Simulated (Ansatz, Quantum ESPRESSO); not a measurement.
**Si3N4 (beta): bulk modulus from a few volumes**

How stiff is beta Si3N4 under hydrostatic load? Each row relaxes cell and atoms at a set pressure. The phase is followed to these pressures whether or not it stays the stable one.

Calculated with Quantum ESPRESSO 7.5, PBEsol, PseudoDojo 0.4.1 norm-conserving potentials, cutoff 1170 eV, Fermi–Dirac smearing 0.02 eV, k-mesh 4×4×10, no spin polarisation, no spin-orbit coupling.

Reference cell, relaxed at zero pressure with PBEsol (P6_3/m): a = 7.6215 Å, b = 7.6215 Å, c = 2.9086 Å, α = 90.00°, β = 90.00°, γ = 120.00°.

```csv
atom,x,y,z
Si,0.7676,0.1740,0.2500
Si,0.5936,0.7676,0.7500
Si,0.8260,0.5936,0.2500
Si,0.2324,0.8260,0.7500
Si,0.4064,0.2324,0.2500
Si,0.1740,0.4064,0.7500
N,0.0296,0.3300,0.2500
N,0.6996,0.0296,0.7500
N,0.6700,0.6996,0.2500
N,0.9704,0.6700,0.7500
N,0.3004,0.9704,0.2500
N,0.3300,0.3004,0.7500
N,0.6667,0.3333,0.2500
N,0.3333,0.6667,0.7500
```

| V (Å³/atom) | V/V0 | P (GPa) | E − E0 (meV/atom) |
| --- | --- | --- | --- |
| 10.6316 | 1.0173 | −3.999 | 2.3 |
| 10.2440 | 0.9802 | 5.000 | 3.2 |
| 10.0550 | 0.9621 | 9.997 | 12.0 |
| 9.8810 | 0.9455 | 14.990 | 25.5 |
| 9.7193 | 0.9300 | 19.993 | 43.1 |

V0 = 10.4510 Å³ an atom, where the residual pressure P0 is −0.006 GPa. **Question.** Fit the Birch–Murnaghan law and give the pressure and the energy at V = 9.4268 Å³ an atom, a row left out above.

With the Eulerian strain f = ½[(V0/V)^(2/3) − 1] and F = (P − P0)/[3f(1 + 2f)^(5/2)], the third-order law is the line F = B0 + (3/2) B0 (B′ − 4) f.

```csv
f,F (GPa)
0.02479,238.28
0.01905,239.00
0.01304,239.70
0.00671,240.42
−0.00568,241.18
```

A straight line through the 5 rows: the means are 0.01158 for f and 239.72 for F, Σ(Δx)² = 0.0005541 and ΣΔxΔy = −0.05304, so the slope is −0.05304/0.0005541 = −95.727 and the intercept 239.72 − (−95.727)(0.01158) = 240.82.

Hence B0 = 240.8 GPa and B′ = 4 + (−95.7)/(1.5 × 240.8) = 3.74. For the withheld volume f = 0.03559, F = 237.42 GPa and P = 30.10 GPa, an extrapolation past the fitted rows. The run itself gives 30.02 GPa, so the estimate misses by 0.08 GPa, more than the largest misfit of the fitted rows (0.01 GPa).

Integrating the same law gives E − E0 = (9/2) B0 V0 f²[1 + (B′ − 4) f] + P0(V0 − V), with 1 GPa Å³ = 6.2415 meV: 88.7 meV an atom. The run itself gives 88.6 meV, so the estimate misses by 0.1 meV, a rounding's worth.

The same fit over all rows at other levels or in other programs gives B0 = 242 GPa with PBEsol (Ansatz) and 242 GPa with PBEsol (Quantum ESPRESSO, GBRV).

Measured volume: 10.415 Å³ an atom (doi:10.1016/0272-8842(95)95885-L), so V0 is +0.3 % off. A stiffness follows the volume as d ln B/d ln V = −B′, which moves B0 by about +1 % when it is taken at the measured volume.

The calculation is for a static lattice, while measurements hold thermal and zero-point motion.

[Logs are printed without paths, hosts, clocks, repeated set-up lines and the standing remarks that a program may print on its own settings, such as how far it seeks lower states.]
